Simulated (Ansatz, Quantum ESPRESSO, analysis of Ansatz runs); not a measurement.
# Migration in Li5AuO4 (C2/m): V_Li hop (2.4 Å), charge −1

Wanted: path and barrier of a jump of Li in Li5AuO4 (C2/m) at charge −1. The case: V_Li hop (2.4 Å), in a cell of 80 host atoms with 1 Li taken out.

Calculated with Ansatz 0.2.0; plane-wave PAW DFT, PBEsol; nudged elastic band between two relaxed defect structures at fixed charge in a uniform background.

Most raw output is cut from this account.

**1. The structure**

The cell holds 79 atoms: 39 Li, 8 Au and 32 O. Its edges and angles: a = 9.403 Å, b = 9.404 Å, c = 9.396 Å, α = 90.0°, β = 102.9°, γ = 90.0°. It derives from Li5AuO4 (space group C2/m). Nearest the centre at fractional (0.375, 0.250, 0.500): Li26 at 1.21 Å, O34 at 1.52 Å, O20 at 1.52 Å, Li2 at 2.41 Å, Li66 at 2.41 Å, O15 at 2.59 Å, O76 at 2.59 Å, Li30 at 2.63 Å. The cell carries charge −1.

The cell's shortest repeat is 9.4 Å.

**2. Relaxation of the start point, charge −1**

A barrier is counted from a minimum, so both ends are relaxed first. Small random displacements break the symmetry of the ideal sites, so that the defect can distort if it gains by it. The charge of −1 is set by the electron count, and a uniform background keeps the cell neutral.

File qm1.start/input.yaml:

```yaml
crystal:
  lattice:
    - [9.40268524, 0.0, -0.02548652]
    - [0.0, 9.40405317, 0.0]
    - [-2.07562506, 0.0, 9.16358709]
  atoms:
    - { symbol: Li, position: [0.0, 0.7924353, 0.25] }
    - { symbol: Li, position: [0.25, 0.2924353, 0.25] }
    - { symbol: Li, position: [0.0, 0.28254642, 0.0] }
    - { symbol: Li, position: [0.25, 0.78254642, 0.0] }
    - { symbol: Li, position: [0.0, 0.71745358, 0.0] }
    - { symbol: Li, position: [0.25, 0.21745358, 0.0] }
    - { symbol: Li, position: [0.0, 0.2075647, 0.25] }
    - { symbol: Li, position: [0.25, 0.7075647, 0.25] }
[... 67 atom lines left out ...]
    - { symbol: O, position: [0.62789862, 0.14739817, 0.62509074] }
    - { symbol: O, position: [0.87789862, 0.64739817, 0.62509074] }
    - { symbol: O, position: [0.62210138, 0.64739817, 0.87490926] }
    - { symbol: O, position: [0.87210138, 0.14739817, 0.87490926] }
total_charge: -1
basis:
  ecutwfc: 420
  xc_grid: 2
hamiltonian:
  xc: pbesol
kpoints:
  mp_grid: { grid: [1, 1, 1], shift: [0.25, 0.25, 0.25] }
scf:
  occupations: { method: fixed }
  max_iter: 150
output:
  forces: true
relax:
  f_tol: 0.02
  max_steps: 70
  random_displacement: { amplitude: 0.03, seed: 5759 }
```

The run is started by

```sh
$ ansatz run input.yaml --threads 4 --pin off --max-ram 15073MiB --backend cpu --events-out ev --progress --plain --runs-dir out
```

Elapsed: 50 s, on 4 threads of Arm Neoverse V1, shared host; peak memory 1.4 GiB; 3.1 min of CPU time.

Step by step:

```csv
step,energy less that of the first step (eV),largest force component (eV/Å)
1,0.0000,1.7459
2,-0.6422,0.5736
3,-0.9096,0.0990
4,-0.9233,0.0160
5,-0.9233,0.0160
```

The atoms that moved most (Å, from the sites as typed, ahead of the random displacement, the mean shift of all atoms taken out):

```csv
atom,dx,dy,dz,length
O55,0.168,0.093,-0.121,0.227
O34,-0.168,0.094,0.120,0.227
Li26,0.160,0.077,0.033,0.181
Li65,-0.159,0.077,-0.035,0.180
Li47,0.020,0.087,0.125,0.153
Li66,-0.020,0.085,-0.125,0.153
Li68,0.000,0.080,0.000,0.080
Li42,0.058,-0.017,-0.041,0.073
```

Neighbours of Li26 at the end:

```csv
atom,distance (Å)
O34,1.883
O20,1.913
O15,1.995
O37,2.052
Li2,2.411
Li22,2.489
Li23,2.562
Li30,2.582
```

Read from the output:

- free energy: -129955.4386 eV
- r.m.s. move of the farther half of the atoms: 0.02125 Å
- largest move from the ideal geometry of this structure, a common shift of the far atoms taken out: 0.2319 Å

The relaxation gained 0.923 eV and ended with a largest force component of 0.016 eV/Å.

**3. Relaxation of the end point, charge −1**

The end point is relaxed in the same cell and settings, so that the two energies compare. Atoms more than 3.2 Å from the middle of the hop start where the first relaxation left them, the nearer ones on or close to their ideal places, with small random displacements.

File qm1.end/input.yaml:

```yaml
crystal:
  lattice:
    - [9.40268524, 0.0, -0.02548652]
    - [0.0, 9.40405317, 0.0]
    - [-2.07562506, 0.0, 9.16358709]
  atoms:
    - { symbol: Li, position: [-0.00025369, 0.79127076, 0.24944048] }
    - { symbol: Li, position: [0.25, 0.2924353, 0.25] }
[... 12 atom lines left out ...]
    - { symbol: O, position: [0.12210138, 0.35260183, 0.37490926] }
[... 4 atom lines left out ...]
    - { symbol: O, position: [0.37210138, 0.14739817, 0.37490926] }
[... 1 atom line left out ...]
    - { symbol: Li, position: [0.25, 0.2924353, 0.75] }
[... 3 atom lines left out ...]
    - { symbol: Li, position: [0.5, 0.282672, 0.5] }
[... 3 atom lines left out ...]
    - { symbol: Li, position: [0.25, 0.5, 0.5] }
[... 3 atom lines left out ...]
    - { symbol: O, position: [0.37789862, 0.35260183, 0.62509074] }
[... 12 atom lines left out ...]
    - { symbol: Li, position: [0.5, 0.2075647, 0.25] }
[... 7 atom lines left out ...]
    - { symbol: O, position: [0.62210138, 0.35260183, 0.37490926] }
[... 10 atom lines left out ...]
    - { symbol: Li, position: [0.5, 0.2075647, 0.75] }
[... 1 atom line left out ...]
    - { symbol: Li, position: [0.5, 0.0, 0.5] }
[... 7 atom lines left out ...]
    - { symbol: O, position: [0.62789862, 0.14739817, 0.62509074] }
[... 2 atom lines left out ...]
    - { symbol: O, position: [0.87161417, 0.146138, 0.8759204] }
total_charge: -1
basis:
  ecutwfc: 420
  xc_grid: 2
hamiltonian:
  xc: pbesol
kpoints:
  mp_grid: { grid: [1, 1, 1], shift: [0.25, 0.25, 0.25] }
scf:
  occupations: { method: fixed }
  max_iter: 150
output:
  forces: true
relax:
  f_tol: 0.02
  max_steps: 70
  random_displacement: { amplitude: 0.01, seed: 5759 }
```

Elapsed: 44 s, on 4 threads; peak memory 1.4 GiB.

The steps of the relaxation:

```csv
step,energy less that of the first step (eV),largest force component (eV/Å)
1,0.0000,1.1664
2,-0.5368,0.5725
3,-0.7408,0.0749
4,-0.7507,0.0114
```

The atoms that moved most (Å, from the sites as typed, ahead of the random displacement, the mean shift of all atoms taken out):

```csv
atom,dx,dy,dz,length
O20,0.169,-0.090,-0.122,0.227
O37,-0.169,-0.089,0.119,0.225
Li26,-0.160,-0.075,-0.035,0.180
Li65,0.156,-0.062,0.032,0.171
Li23,0.156,-0.062,0.032,0.171
Li22,-0.020,-0.082,-0.127,0.153
Li2,0.019,-0.082,0.124,0.150
Li47,0.059,0.021,-0.041,0.075
```

Neighbours of Li26 at the end:

```csv
atom,distance (Å)
O20,1.884
O34,1.912
O76,1.995
O55,2.054
Li66,2.410
Li47,2.489
Li65,2.561
Li68,2.581
```

Read from the output:

```yaml
free_energy: -129955.4388 eV
r_m_s_move_of_the_farther_half_of_the_atoms: 0.02233 Å
largest_move_from_the_ideal_geometry_of_this_structure_a_common_shift_of_the_far_atoms_taken_out: 0.2342 Å
```

The relaxation gained 0.751 eV and ended with a largest force component of 0.011 eV/Å. The end lies within 1 meV of the start.

**4. Nudged elastic band, charge −1**

5 movable images are laid between the ends on a pair-potential path, which keeps atoms from colliding in the first guess. Each image feels the true force across the path and a spring force along it. The highest image is set to climb to the top of the path.

This step: plane-wave PAW DFT, PBEsol; nudged elastic band between two relaxed defect structures at fixed charge in a uniform background.

File qm1.neb/input.yaml:

```yaml
crystal:
  lattice:
    - [9.40268524, 0.0, -0.02548652]
    - [0.0, 9.40405317, 0.0]
    - [-2.07562506, 0.0, 9.16358709]
  atoms:
    - { symbol: Li, position: [-0.00030405, 0.79046413, 0.24878761] }
    - { symbol: Li, position: [0.25496834, 0.29063313, 0.25220991] }
    - { symbol: Li, position: [0.00014528, 0.27798544, -0.00061603] }
    - { symbol: Li, position: [0.24901432, 0.78196485, -0.00026047] }
    - { symbol: Li, position: [-3.0e-07, 0.7144499, -0.00067467] }
    - { symbol: Li, position: [0.25212825, 0.21694592, 0.00210287] }
    - { symbol: Li, position: [0.00374362, 0.20583323, 0.25077538] }
    - { symbol: Li, position: [0.24923568, 0.70669946, 0.24938469] }
    - { symbol: Li, position: [0.00010615, -0.0034169, -0.00066626] }
    - { symbol: Li, position: [0.25072944, 0.49969151, -0.00039387] }
    - { symbol: Au, position: [0.00107894, 0.4983996, 0.24900731] }
    - { symbol: Au, position: [0.24914636, -0.00306845, 0.24794788] }
    - { symbol: O, position: [0.12471978, 0.84893596, 0.12292674] }
    - { symbol: O, position: [0.37991456, 0.35420859, 0.12438527] }
    - { symbol: O, position: [0.12351486, 0.3512697, 0.37333692] }
    - { symbol: O, position: [0.37093544, 0.85090068, 0.37445466] }
    - { symbol: O, position: [0.12877111, 0.14540421, 0.12343544] }
    - { symbol: O, position: [0.37503907, 0.64962769, 0.12346101] }
    - { symbol: O, position: [0.1217464, 0.64616155, 0.37522065] }
    - { symbol: O, position: [0.37099386, 0.14225937, 0.37006134] }
    - { symbol: Li, position: [0.00049282, 0.79050789, 0.75004188] }
    - { symbol: Li, position: [0.24489864, 0.29082304, 0.75371413] }
    - { symbol: Li, position: [0.00023207, 0.28051372, 0.49940799] }
    - { symbol: Li, position: [0.25006651, 0.7829808, 0.49999005] }
    - { symbol: Li, position: [5.527e-05, 0.71714192, 0.4994231] }
    - { symbol: Li, position: [0.26796309, 0.22580877, 0.50303573] }
    - { symbol: Li, position: [-0.00354982, 0.20583859, 0.74790009] }
    - { symbol: Li, position: [0.25041069, 0.70784493, 0.74990313] }
    - { symbol: Li, position: [7.183e-05, 0.00106772, 0.49936763] }
    - { symbol: Li, position: [0.25081848, 0.49981655, 0.50254686] }
    - { symbol: Au, position: [-0.00090571, 0.49842605, 0.74974304] }
    - { symbol: Au, position: [0.24993, -0.00022013, 0.74945134] }
    - { symbol: O, position: [0.12687845, 0.85239196, 0.62467553] }
    - { symbol: O, position: [0.36296855, 0.36272498, 0.63746434] }
    - { symbol: O, position: [0.11924944, 0.35093786, 0.87646965] }
    - { symbol: O, position: [0.3718353, 0.85266878, 0.87521698] }
    - { symbol: O, position: [0.12907215, 0.14701934, 0.62403599] }
    - { symbol: O, position: [0.37798286, 0.65182076, 0.62600784] }
    - { symbol: O, position: [0.12286797, 0.64552545, 0.87373918] }
    - { symbol: O, position: [0.37210045, 0.14664057, 0.8741382] }
    - { symbol: Li, position: [0.49865708, 0.79403626, 0.24881536] }
    - { symbol: Li, position: [0.75531859, 0.29081316, 0.24494121] }
    - { symbol: Li, position: [0.50020851, 0.28084279, -0.00058994] }
    - { symbol: Li, position: [0.75121498, 0.78195239, -0.00077843] }
    - { symbol: Li, position: [0.50005775, 0.71753223, -0.00065989] }
    - { symbol: Li, position: [0.7480159, 0.21682712, -0.00354423] }
    - { symbol: Li, position: [0.50519473, 0.21692951, 0.2630192] }
    - { symbol: Li, position: [0.7497147, 0.70785971, 0.24894452] }
    - { symbol: Li, position: [0.50014477, 0.00119447, -0.00062536] }
    - { symbol: Li, position: [0.74949367, 0.49968185, -0.00094647] }
    - { symbol: Au, position: [0.50357763, 0.50358484, 0.24597682] }
    - { symbol: Au, position: [0.75026162, -0.0002069, 0.2493778] }
    - { symbol: O, position: [0.62831414, 0.85270051, 0.12356828] }
    - { symbol: O, position: [0.88089092, 0.35097072, 0.12206318] }
    - { symbol: O, position: [0.6371464, 0.36267721, 0.36114922] }
    - { symbol: O, position: [0.87323718, 0.85237241, 0.37412757] }
    - { symbol: O, position: [0.62821622, 0.14667247, 0.12461564] }
    - { symbol: O, position: [0.87734901, 0.64557551, 0.12515805] }
    - { symbol: O, position: [0.62217116, 0.65175464, 0.37291658] }
    - { symbol: O, position: [0.87112403, 0.1470432, 0.37481274] }
    - { symbol: Li, position: [0.50147701, 0.79402615, 0.7499631] }
    - { symbol: Li, position: [0.74526195, 0.29061403, 0.74638249] }
    - { symbol: Li, position: [0.75014978, 0.78297968, 0.49887062] }
    - { symbol: Li, position: [0.49998943, 0.71924564, 0.49937429] }
    - { symbol: Li, position: [0.73229828, 0.22576073, 0.49553725] }
    - { symbol: Li, position: [0.49495049, 0.21681544, 0.73566945] }
    - { symbol: Li, position: [0.75085233, 0.70669473, 0.74940873] }
    - { symbol: Li, position: [0.50014096, 0.00867593, 0.49935047] }
    - { symbol: Li, position: [0.74937829, 0.49972388, 0.49614279] }
    - { symbol: Au, position: [0.49659361, 0.50354467, 0.75274767] }
    - { symbol: Au, position: [0.75101929, -0.00305897, 0.75075553] }
    - { symbol: O, position: [0.62908959, 0.85097587, 0.62425307] }
    - { symbol: O, position: [0.87667418, 0.35138471, 0.62521436] }
    - { symbol: O, position: [0.62026539, 0.35407101, 0.87411431] }
    - { symbol: O, position: [0.87531137, 0.84891852, 0.87578215] }
    - { symbol: O, position: [0.62930809, 0.14231216, 0.62858827] }
    - { symbol: O, position: [0.87844278, 0.64621953, 0.62368692] }
    - { symbol: O, position: [0.6252016, 0.64953002, 0.87534566] }
    - { symbol: O, position: [0.8715638, 0.14533138, 0.87526754] }
total_charge: -1
basis:
  ecutwfc: 420
  xc_grid: 2
hamiltonian:
  xc: pbesol
kpoints:
  mp_grid: { grid: [1, 1, 1], shift: [0.25, 0.25, 0.25] }
scf:
  occupations: { method: fixed }
  max_iter: 150
output:
  forces: true
neb:
  images: 5
  f_tol: 0.04
  climbing: true
  initial_path: idpp
  max_iterations: 45
  order_check: false
  final_atoms:
    - { symbol: Li, position: [-0.0008535, 0.79187919, 0.24908278] }
    - { symbol: Li, position: [0.25517565, 0.28174949, 0.26278816] }
[... 12 atom lines left out ...]
    - { symbol: O, position: [0.12069864, 0.35626355, 0.36981401] }
[... 4 atom lines left out ...]
    - { symbol: O, position: [0.3872402, 0.1358466, 0.36079986] }
[... 1 atom line left out ...]
    - { symbol: Li, position: [0.24487017, 0.28175828, 0.73528306] }
[... 3 atom lines left out ...]
    - { symbol: Li, position: [0.48228868, 0.27267395, 0.49536984] }
[... 3 atom lines left out ...]
    - { symbol: Li, position: [0.25001652, 0.49009101, 0.4990611] }
[... 3 atom lines left out ...]
    - { symbol: O, position: [0.37932829, 0.35633087, 0.62826446] }
[... 2 atom lines left out ...]
    - { symbol: O, position: [0.11289905, 0.1359186, 0.6372275] }
[... 9 atom lines left out ...]
    - { symbol: Li, position: [0.50535165, 0.20782821, 0.24470018] }
[... 18 atom lines left out ...]
    - { symbol: Li, position: [0.49529195, 0.20811445, 0.74619861] }
[... 1 atom line left out ...]
    - { symbol: Li, position: [0.49916175, -0.00125115, 0.49594816] }
[... 7 atom lines left out ...]
    - { symbol: O, position: [0.62652952, 0.14704416, 0.62495446] }
[... 2 atom lines left out ...]
    - { symbol: O, position: [0.86919509, 0.14742329, 0.87630025] }
```

Elapsed: 8.9 min, on 4 threads; peak memory 5 GiB.

The path, image by image:

```csv
image,path (Å),energy (eV),"Li26: x, y, z (Å)"
0,0.000,0.0000,"1.475, 2.124, 4.603"
1,0.412,0.0949,"1.759, 2.231, 4.537"
2,0.824,0.2776,"2.111, 2.342, 4.499"
3,1.236,0.3776,"2.500, 2.413, 4.515"
4,1.629,0.2785,"2.872, 2.446, 4.556"
5,2.023,0.0924,"3.221, 2.501, 4.557"
6,2.417,-0.0002,"3.507, 2.564, 4.527"
```

Numbers from this step:

* free energy: -129955.0610 eV
* barrier forward: 0.3776 eV
* barrier backward: 0.3777 eV
* end less start: -1.67e-4 eV
* hop length: 2.080 Å

Track of the atom that was set to move:

```csv
image,x (Å),y (Å),z (Å),nearest neighbour,distance (Å)
0,1.475,2.124,4.603,O,1.883
1,1.759,2.231,4.537,O,1.818
2,2.111,2.342,4.499,O,1.769
3,2.5,2.413,4.515,O,1.763
4,2.872,2.446,4.556,O,1.771
5,3.221,2.501,4.557,O,1.82
6,3.507,2.564,4.527,O,1.884
```

The band met its tolerance of 0.04 eV/Å after 5 iterations, with image 3 on top (the start counts as 0). Li26, which moves farthest between the ends, has 4 O at 1.88 to 2.05 Å nearest at the start and 2 O at 1.76 Å at the top.

**5. Single point at the start point, PBEsol, denser k-mesh**

Three single points on a mesh of more k-points (start, top, end) test the sampling. The start is shown; top and end are run alike.

This step: plane-wave PAW DFT, PBEsol; single point of a defect supercell on a structure of the PBEsol path.

File qm1.start.mesh/input.yaml:

```yaml
crystal:
  lattice:
    - [9.40268524, 0.0, -0.02548652]
    - [0.0, 9.40405317, 0.0]
    - [-2.07562506, 0.0, 9.16358709]
  atoms:
    - { symbol: Li, position: [-0.00030405, 0.79046413, 0.24878761] }
    - { symbol: Li, position: [0.25496834, 0.29063313, 0.25220991] }
[... 12 atom lines left out ...]
    - { symbol: O, position: [0.12351486, 0.3512697, 0.37333692] }
[... 4 atom lines left out ...]
    - { symbol: O, position: [0.37099386, 0.14225937, 0.37006134] }
[... 1 atom line left out ...]
    - { symbol: Li, position: [0.24489864, 0.29082304, 0.75371413] }
[... 3 atom lines left out ...]
    - { symbol: Li, position: [0.26796309, 0.22580877, 0.50303573] }
[... 3 atom lines left out ...]
    - { symbol: Li, position: [0.25081848, 0.49981655, 0.50254686] }
[... 3 atom lines left out ...]
    - { symbol: O, position: [0.36296855, 0.36272498, 0.63746434] }
[... 2 atom lines left out ...]
    - { symbol: O, position: [0.12907215, 0.14701934, 0.62403599] }
[... 9 atom lines left out ...]
    - { symbol: Li, position: [0.50519473, 0.21692951, 0.2630192] }
[... 18 atom lines left out ...]
    - { symbol: Li, position: [0.49495049, 0.21681544, 0.73566945] }
[... 1 atom line left out ...]
    - { symbol: Li, position: [0.50014096, 0.00867593, 0.49935047] }
[... 7 atom lines left out ...]
    - { symbol: O, position: [0.62930809, 0.14231216, 0.62858827] }
[... 2 atom lines left out ...]
    - { symbol: O, position: [0.8715638, 0.14533138, 0.87526754] }
total_charge: -1
basis:
  ecutwfc: 420
  xc_grid: 2
hamiltonian:
  xc: pbesol
kpoints:
  mp_grid: { grid: [2, 2, 2], shift: [0.5, 0.5, 0.5] }
scf:
  occupations: { method: fixed }
  max_iter: 150
output:
  forces: true
  eigenvalues: true
checkpoint:
  write: "../qm1.start.mesh.run"
  compress: false
  write_wavefunctions: false
  write_every: 100000
```

It took 48 s on 4 threads; peak memory 4.2 GiB.

Read from the output:

* free energy: -129955.4503 eV

**6. Barrier from single points, PBEsol, denser k-mesh**

Analysis of the runs above: barrier from PBEsol single points on the PBEsol path.

It gives:

```
barrier forward  : 0.3801 eV
barrier backward : 0.3804 eV
end less start   : -2.46e-4 eV
```

This gives 0.380 eV against the band's 0.378 eV (backward 0.380 against 0.378 eV). This mesh holds only the band's own point and its sign variants, so it tests the average over those and no finer sampling.

**7. Single point at the start point, r2SCAN**

Three single points with a meta-GGA, at its higher cutoff of 500 eV, show what it does to the barrier on the path found. The start is shown; top and end are run alike.

This step: plane-wave PAW DFT, r2SCAN; single point of a defect supercell on a structure of the PBEsol path.

qm1.start.r2scan/input.yaml, as its differences from qm1.start.mesh/input.yaml of step 5:

```diff
@@ -34,8 +34,8 @@
 basis:
-  ecutwfc: 420
+  ecutwfc: 500
   xc_grid: 2
 hamiltonian:
-  xc: pbesol
+  xc: r2scan
 kpoints:
-  mp_grid: { grid: [2, 2, 2], shift: [0.5, 0.5, 0.5] }
+  mp_grid: { grid: [1, 1, 1], shift: [0.25, 0.25, 0.25] }
 scf:
@@ -47,3 +47,3 @@
 checkpoint:
-  write: "../qm1.start.mesh.run"
+  write: "../qm1.start.r2scan.run"
   compress: false
```

Elapsed: 27 s, on 4 threads; peak memory 2.1 GiB.

Read from the output:

```
free energy : -131543.5335 eV
```

**8. Barrier from single points, r2SCAN**

Analysis of the runs above: barrier from r2SCAN single points on the PBEsol path.

It gives:

```
barrier forward  : 0.3972 eV
barrier backward : 0.3980 eV
end less start   : -8.34e-4 eV
```

This gives 0.397 eV against the band's 0.378 eV.

**9. Single point at the start point, HSE06**

A whole band with exact exchange would cost too much, so three single points on the path found stand in. The start is shown; top and end are run alike.

This step: plane-wave PAW DFT, HSE06; single point of a defect supercell on a structure of the PBEsol path.

qm1.start.hse06/input.yaml, as its differences from qm1.start.r2scan/input.yaml of step 7:

```diff
@@ -34,6 +34,6 @@
 basis:
-  ecutwfc: 500
+  ecutwfc: 420
   xc_grid: 2
 hamiltonian:
-  xc: r2scan
+  xc: hse06
 kpoints:
@@ -47,3 +47,3 @@
 checkpoint:
-  write: "../qm1.start.r2scan.run"
+  write: "../qm1.start.hse06.run"
   compress: false
```

The job ended after 5.7 min (4 threads; peak memory 2.6 GiB).

This step gave:

```yaml
free_energy: -131387.4769 eV
```

**10. Barrier from single points, HSE06**

Analysis of the runs above: barrier from HSE06 single points on the PBEsol path.

It gives:

```
barrier forward  : 0.3519 eV
barrier backward : 0.3530 eV
end less start   : -0.001141 eV
```

This gives 0.352 eV against the band's 0.378 eV.

[end of part 1 of 2]

[Logs are printed without paths, hosts, clocks, repeated set-up lines and the standing remarks that a program may print on its own settings, such as how far it seeks lower states.]

[Hosts, paths, dates, database ids (printed as entryN), source tags and the programs' standing remarks are cut or masked in the printed files.]
